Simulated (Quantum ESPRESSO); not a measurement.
# MgI2: optical spectrum from first principles, part 2 of 3

Aim: the dielectric function of MgI2, and the optical constants that follow from it. The cell comes from an older database entry, whose edges can differ from later determinations, mostly by under a per cent.

Quantum ESPRESSO 7.5; DFT, PBE, plane waves with norm-conserving potentials (PseudoDojo), scalar-relativistic, independent-particle optical response without local fields and without the non-local commutator.

So far. Step 2 (Ground state): There is a gap, 3.49 eV on this mesh (points off the mesh can give less), so no carriers' term is needed.

The database entry behind the starting cell has ideal inner coordinates that were not refined, so it need not match the best structure at ambient conditions.

### 3. Ground state with the final occupations

Level of this step: DFT, PBE, plane waves with norm-conserving potentials (PseudoDojo), scalar-relativistic, ground state (Quantum ESPRESSO).

The ground state once more, with the occupations that the first run showed to fit.

scf.in reads:

```
&control
  calculation = 'scf'
  prefix = 'x'
  outdir = './tmp'
  pseudo_dir = './'
  verbosity = 'high'
/
&system
  ibrav = 0
  nat = 3
  ntyp = 2
  ecutwfc = 90
  occupations = 'fixed'
/
&electrons
  conv_thr = 1e-09
  electron_maxstep = 100
/
ATOMIC_SPECIES
  I 1.0 I.upf
  Mg 1.0 Mg.upf
CELL_PARAMETERS angstrom
  4.140000000019 0.000000000000 0.000000000000
  -2.070000000009 3.585345171684 0.000000000000
  0.000000000000 0.000000000000 6.880000000000
ATOMIC_POSITIONS crystal
  I 0.666666666667 0.333333333333 0.750000000000
  I 0.333333333333 0.666666666667 0.250000000000
  Mg 0.000000000000 0.000000000000 0.000000000000
K_POINTS automatic
  6 6 4 0 0 0
```

On the command line:

```
> mpirun -n 4 pw.x -nk 4 -in scf.in
```

Log:

```text
[banner, memory and clock lines left out]

     using ibrav=0 with symmetry is DISCOURAGED, use correct ibrav instead

     G-vector sticks info

     bravais-lattice index     =            0
     lattice parameter (alat)  =       7.8235  a.u.
     unit-cell volume          =     689.1541 (a.u.)^3
     number of atoms/cell      =            3
     number of atomic types    =            2
     number of electrons       =        24.00
     number of Kohn-Sham states=           12
     kinetic-energy cutoff     =      90.0000  Ry
     charge density cutoff     =     360.0000  Ry
     scf convergence threshold =      1.0E-09
     mixing beta               =       0.7000
     number of iterations used =            8  plain     mixing
     Exchange-correlation= PBE
                           (   1   4   3   4   0   0   0)

     celldm(1)=   7.823466  celldm(2)=   0.000000  celldm(3)=   0.000000
     celldm(4)=   0.000000  celldm(5)=   0.000000  celldm(6)=   0.000000

     crystal axes: (cart. coord. in units of alat)
               a(1) = (   1.000000   0.000000   0.000000 )
               a(2) = (  -0.500000   0.866025   0.000000 )
               a(3) = (   0.000000   0.000000   1.661836 )

     reciprocal axes: (cart. coord. in units 2 pi/alat)
               b(1) = (  1.000000  0.577350 -0.000000 )
               b(2) = (  0.000000  1.154701  0.000000 )
               b(3) = (  0.000000 -0.000000  0.601744 )

     ./I.upf
     Pseudo is Norm-conserving + core correction, Zval =  7.0
     Generated using ONCVPSP code by D. R. Hamann
     Using radial grid of 1196 points,  6 beta functions with:
                l(1) =   0
                l(2) =   0
                l(3) =   1
                l(4) =   1
                l(5) =   2
                l(6) =   2

     ./Mg.upf
     Pseudo is Norm-conserving, Zval = 10.0
     Generated using ONCVPSP code by D. R. Hamann
     Using radial grid of 1510 points,  4 beta functions with:
                l(1) =   0
                l(2) =   0
                l(3) =   1
                l(4) =   1

     atomic species   valence    mass     pseudopotential
     I                 7.00     1.00000     I ( 1.00)
     Mg               10.00     1.00000     Mg( 1.00)

     12 Sym. Ops., with inversion, found

                                    s                        frac. trans.

     [... symmetry matrices left out ...]
   Cartesian axes

     site n.     atom                  positions (alat units)
         1        I      tau(   1) = (   0.5000000   0.2886751   1.2463768  )
         2        I      tau(   2) = (  -0.0000000   0.5773503   0.4154589  )
         3        Mg     tau(   3) = (   0.0000000   0.0000000   0.0000000  )

   Crystallographic axes

     site n.     atom                  positions (cryst. coord.)
         1        I      tau(   1) = (  0.6666667  0.3333333  0.7500000  )
         2        I      tau(   2) = (  0.3333333  0.6666667  0.2500000  )
         3        Mg     tau(   3) = (  0.0000000  0.0000000  0.0000000  )

     number of k points=    24
                       cart. coord. in units 2pi/alat
        k(    1) = (   0.0000000   0.0000000   0.0000000), wk =   0.0138889
        k(    2) = (   0.0000000   0.0000000   0.1504360), wk =   0.0277778
        k(    3) = (   0.0000000   0.0000000  -0.3008721), wk =   0.0138889
        k(    4) = (   0.0000000   0.1924501   0.0000000), wk =   0.0833333
        k(    5) = (   0.0000000   0.1924501   0.1504360), wk =   0.0833333
        k(    6) = (   0.0000000   0.1924501  -0.3008721), wk =   0.0833333
        k(    7) = (   0.0000000   0.3849002   0.0000000), wk =   0.0833333
        k(    8) = (   0.0000000   0.3849002   0.1504360), wk =   0.0833333
        k(    9) = (   0.0000000   0.3849002  -0.3008721), wk =   0.0833333
        k(   10) = (   0.0000000  -0.5773503   0.0000000), wk =   0.0416667
        k(   11) = (   0.0000000  -0.5773503   0.1504360), wk =   0.0833333
        k(   12) = (   0.0000000  -0.5773503  -0.3008721), wk =   0.0416667
        k(   13) = (   0.1666667   0.2886751   0.0000000), wk =   0.0833333
        k(   14) = (   0.1666667   0.2886751   0.1504360), wk =   0.1666667
        k(   15) = (   0.1666667   0.2886751  -0.3008721), wk =   0.0833333
        k(   16) = (   0.1666667   0.4811252   0.0000000), wk =   0.1666667
[...]
cryst. coord.
[...]
k(   17) = (   0.1666667   0.3333333   0.2500000), wk =   0.1666667
        k(   18) = (   0.1666667   0.3333333  -0.5000000), wk =   0.1666667
        k(   19) = (   0.3333333   0.3333333   0.0000000), wk =   0.0277778
        k(   20) = (   0.3333333   0.3333333   0.2500000), wk =   0.0555556
        k(   21) = (   0.3333333   0.3333333  -0.5000000), wk =   0.0277778
        k(   22) = (   0.0000000   0.1666667  -0.2500000), wk =   0.0833333
        k(   23) = (   0.0000000   0.3333333  -0.2500000), wk =   0.0833333
        k(   24) = (  -0.1666667   0.5000000  -0.2500000), wk =   0.1666667

     Dense  grid:    79489 G-vectors     FFT dimensions: (  48,  48,  80)

     Initial potential from superposition of free atoms

     starting charge      23.9990, renormalised to      24.0000
     Starting wfcs are   13 randomized atomic wfcs

     Self-consistent Calculation

     iteration #  1     ecut=    90.00 Ry     beta= 0.70
     Davidson diagonalization with overlap

            80 MiB given to the printing process from OS
            59 MiB allocation reported by mallinfo(arena+hblkhd)
------------------
     ethr =  1.00E-02,  avg # of iterations =  2.0

     Threshold (ethr) on eigenvalues was too large:
     Diagonalizing with lowered threshold

     Davidson diagonalization with overlap

            89 MiB given to the printing process from OS
            66 MiB allocation reported by mallinfo(arena+hblkhd)
------------------
     ethr =  2.55E-04,  avg # of iterations =  2.2

     total energy              =    -170.75749101 Ry
     estimated scf accuracy    <       0.04830741 Ry

     iteration #  2     ecut=    90.00 Ry     beta= 0.70
     Davidson diagonalization with overlap

           107 MiB given to the printing process from OS
            88 MiB allocation reported by mallinfo(arena+hblkhd)
------------------
     ethr =  2.01E-04,  avg # of iterations =  2.4

     total energy              =    -170.76624389 Ry
     estimated scf accuracy    <       0.02553845 Ry

     iteration #  3     ecut=    90.00 Ry     beta= 0.70
     Davidson diagonalization with overlap

           109 MiB given to the printing process from OS
            90 MiB allocation reported by mallinfo(arena+hblkhd)
------------------
     ethr =  1.06E-04,  avg # of iterations =  2.0

     total energy              =    -170.77231410 Ry
     estimated scf accuracy    <       0.00264552 Ry

     iteration #  4     ecut=    90.00 Ry     beta= 0.70
     Davidson diagonalization with overlap

           110 MiB given to the printing process from OS
            92 MiB allocation reported by mallinfo(arena+hblkhd)
------------------
     ethr =  1.10E-05,  avg # of iterations =  2.0

     total energy              =    -170.77288347 Ry
     estimated scf accuracy    <       0.00008076 Ry

     iteration #  5     ecut=    90.00 Ry     beta= 0.70
     Davidson diagonalization with overlap

           113 MiB given to the printing process from OS
            95 MiB allocation reported by mallinfo(arena+hblkhd)
------------------
     ethr =  3.36E-07,  avg # of iterations =  2.8

     total energy              =    -170.77289397 Ry
     estimated scf accuracy    <       0.00000957 Ry

     iteration #  6     ecut=    90.00 Ry     beta= 0.70
     Davidson diagonalization with overlap

           115 MiB given to the printing process from OS
            97 MiB allocation reported by mallinfo(arena+hblkhd)
------------------
     ethr =  3.99E-08,  avg # of iterations =  2.0

     total energy              =    -170.77289563 Ry
     estimated scf accuracy    <       0.00000025 Ry

     iteration #  7     ecut=    90.00 Ry     beta= 0.70
     Davidson diagonalization with overlap

           116 MiB given to the printing process from OS
           100 MiB allocation reported by mallinfo(arena+hblkhd)
------------------
     ethr =  1.04E-09,  avg # of iterations =  4.5

     total energy              =    -170.77289577 Ry
     estimated scf accuracy    <       0.00000032 Ry

     iteration #  8     ecut=    90.00 Ry     beta= 0.70
     Davidson diagonalization with overlap

           118 MiB given to the printing process from OS
           102 MiB allocation reported by mallinfo(arena+hblkhd)
------------------
     ethr =  1.04E-09,  avg # of iterations =  2.0

     total energy              =    -170.77289583 Ry
     estimated scf accuracy    <          1.0E-09 Ry

     iteration #  9     ecut=    90.00 Ry     beta= 0.70
     Davidson diagonalization with overlap

           121 MiB given to the printing process from OS
           105 MiB allocation reported by mallinfo(arena+hblkhd)
------------------
     ethr =  4.29E-12,  avg # of iterations =  5.0

     End of self-consistent calculation

          k = 0.0000 0.0000 0.0000 (  9945 PWs)   bands (ev):

   -71.9761 -38.7235 -38.7235 -38.7191  -8.6692  -7.9914  -0.2257   3.0017
     3.0017   3.3412   3.3643   3.3643

     occupation numbers
     1.0000   1.0000   1.0000   1.0000   1.0000   1.0000   1.0000   1.0000
     1.0000   1.0000   1.0000   1.0000

          k = 0.0000 0.0000 0.1504 (  9975 PWs)   bands (ev):

   -71.9761 -38.7235 -38.7235 -38.7191  -8.5970  -8.0881   0.1121   2.6380
     3.0474   3.0474   3.3166   3.3166

     occupation numbers
     1.0000   1.0000   1.0000   1.0000   1.0000   1.0000   1.0000   1.0000
     1.0000   1.0000   1.0000   1.0000

          k = 0.0000 0.0000-0.3009 (  9928 PWs)   bands (ev):

   -71.9761 -38.7235 -38.7235 -38.7191  -8.4795  -8.2296   0.6888   1.7842
     3.1235   3.1235   3.2386   3.2386

     occupation numbers
     1.0000   1.0000   1.0000   1.0000   1.0000   1.0000   1.0000   1.0000
     1.0000   1.0000   1.0000   1.0000

          k = 0.0000 0.1925 0.0000 (  9937 PWs)   bands (ev):

   -71.9761 -38.7238 -38.7236 -38.7191  -8.5279  -7.9167  -0.0182   2.0056
     2.4794   2.6954   3.2422   3.2989

     occupation numbers
     1.0000   1.0000   1.0000   1.0000   1.0000   1.0000   1.0000   1.0000
     1.0000   1.0000   1.0000   1.0000

     [... further k points left out ...]

     highest occupied level (ev):     3.3643

!    total energy              =    -170.77289583 Ry
     estimated scf accuracy    <          9.0E-10 Ry

     The total energy is the sum of the following terms:
     one-electron contribution =    -118.32359298 Ry
     hartree contribution      =      61.66564971 Ry
     xc contribution           =     -31.82287140 Ry
     ewald contribution        =     -82.29208116 Ry

     convergence has been achieved in   9 iterations

     XML data file, charge density, pseudopotentials, collected wavefunctions

                                        0.00s GPU  (     233 calls)
```

It took 11 s on 4 MPI ranks of Arm Neoverse V2, shared host; peak memory 0.12 GiB; 42 s of CPU time.

### 4. Bands on the whole mesh, 9×9×5

At the fixed density, many empty bands are solved on the mesh of the response, since the spectrum sums over them.

This step: DFT, PBE, plane waves with norm-conserving potentials (PseudoDojo), scalar-relativistic, bands at fixed density (Quantum ESPRESSO 7.5).

nscf.in, as its differences from scf.in of step 3:

```diff
@@ -1,3 +1,3 @@
 &control
-  calculation = 'scf'
+  calculation = 'nscf'
   prefix = 'x'
@@ -5,3 +5,2 @@
   pseudo_dir = './'
-  verbosity = 'high'
 /
@@ -13,2 +12,5 @@
   occupations = 'fixed'
+  nbnd = 50
+  nosym = .true.
+  noinv = .true.
 /
@@ -17,2 +19,3 @@
   electron_maxstep = 100
+  diago_full_acc = .true.
 /
@@ -30,2 +33,2 @@
 K_POINTS automatic
-  6 6 4 0 0 0
+  9 9 5 0 0 0
```

On the command line:

```
> mpirun -n 4 pw.x -nk 4 -in nscf.in
```

Log:

```text
[banner, memory and clock lines left out]

     Atomic positions and unit cell read from directory:

     G-vector sticks info

     bravais-lattice index     =            0
     lattice parameter (alat)  =       7.8235  a.u.
     unit-cell volume          =     689.1541 (a.u.)^3
     number of atoms/cell      =            3
     number of atomic types    =            2
     number of electrons       =        24.00
     number of Kohn-Sham states=           50
     kinetic-energy cutoff     =      90.0000  Ry
     charge density cutoff     =     360.0000  Ry
     Exchange-correlation= PBE
                           (   1   4   3   4   0   0   0)

     celldm(1)=   7.823466  celldm(2)=   0.000000  celldm(3)=   0.000000
     celldm(4)=   0.000000  celldm(5)=   0.000000  celldm(6)=   0.000000

     crystal axes: (cart. coord. in units of alat)
               a(1) = (   1.000000   0.000000   0.000000 )
               a(2) = (  -0.500000   0.866025   0.000000 )
               a(3) = (   0.000000   0.000000   1.661836 )

     reciprocal axes: (cart. coord. in units 2 pi/alat)
               b(1) = (  1.000000  0.577350 -0.000000 )
               b(2) = (  0.000000  1.154701  0.000000 )
               b(3) = (  0.000000 -0.000000  0.601744 )

     ./I.upf
     Pseudo is Norm-conserving + core correction, Zval =  7.0
     Generated using ONCVPSP code by D. R. Hamann
     Using radial grid of 1196 points,  6 beta functions with:
                l(1) =   0
                l(2) =   0
                l(3) =   1
                l(4) =   1
                l(5) =   2
                l(6) =   2

     ./Mg.upf
     Pseudo is Norm-conserving, Zval = 10.0
     Generated using ONCVPSP code by D. R. Hamann
     Using radial grid of 1510 points,  4 beta functions with:
                l(1) =   0
                l(2) =   0
                l(3) =   1
                l(4) =   1

     atomic species   valence    mass     pseudopotential
     I                 7.00     1.00000     I ( 1.00)
     Mg               10.00     1.00000     Mg( 1.00)

     No symmetry found

   Cartesian axes

     site n.     atom                  positions (alat units)
         1        I      tau(   1) = (   0.5000000   0.2886751   1.2463768  )
         2        I      tau(   2) = (  -0.0000000   0.5773503   0.4154589  )
         3        Mg     tau(   3) = (   0.0000000   0.0000000   0.0000000  )

     number of k points=   405

     Number of k-points >= 100: set verbosity='high' to print them.

     Dense  grid:    79489 G-vectors     FFT dimensions: (  48,  48,  80)

     The potential is recalculated from file :

     Starting wfcs are   13 randomized atomic wfcs +   37 random wfcs

     Band Structure Calculation
     Davidson diagonalization with overlap
     c_bands:  1 eigenvalues not converged

     ethr =  4.17E-12,  avg # of iterations = 53.0

     End of band structure calculation

     Number of k-points >= 100: set verbosity='high' to print the bands.

     highest occupied, lowest unoccupied level (ev):     3.3643    6.8287

     XML data file, pseudopotentials, collected wavefunctions

                                        0.00s GPU  (    5860 calls)

[... left out ...]
overlap
     c_bands:  1 eigenvalues not converged

     ethr =  4.17E-12,  avg # of iterations = 53.0

     End of band structure calculation

     Number of k-points >= 100: set verbosity='high' to print the bands.

     highest occupied, lowest unoccupied level (ev):     3.3643    6.8287

     XML data file, pseudopotentials, collected wavefunctions

                                        0.00s GPU  (    5860 calls)
```

The job ended after 11 min (4 MPI ranks; peak memory 0.11 GiB).

[end of part 2 of 3]

[Machine, clock, banner and «Message from routine» lines are left out of the logs.]

[Logs are printed without paths, hosts, clocks, repeated set-up lines and the standing remarks that a program may print on its own settings, such as how far it seeks lower states.]

[Hosts, paths, dates, database ids (printed as entryN), source tags and the programs' standing remarks are cut or masked in the printed files.]
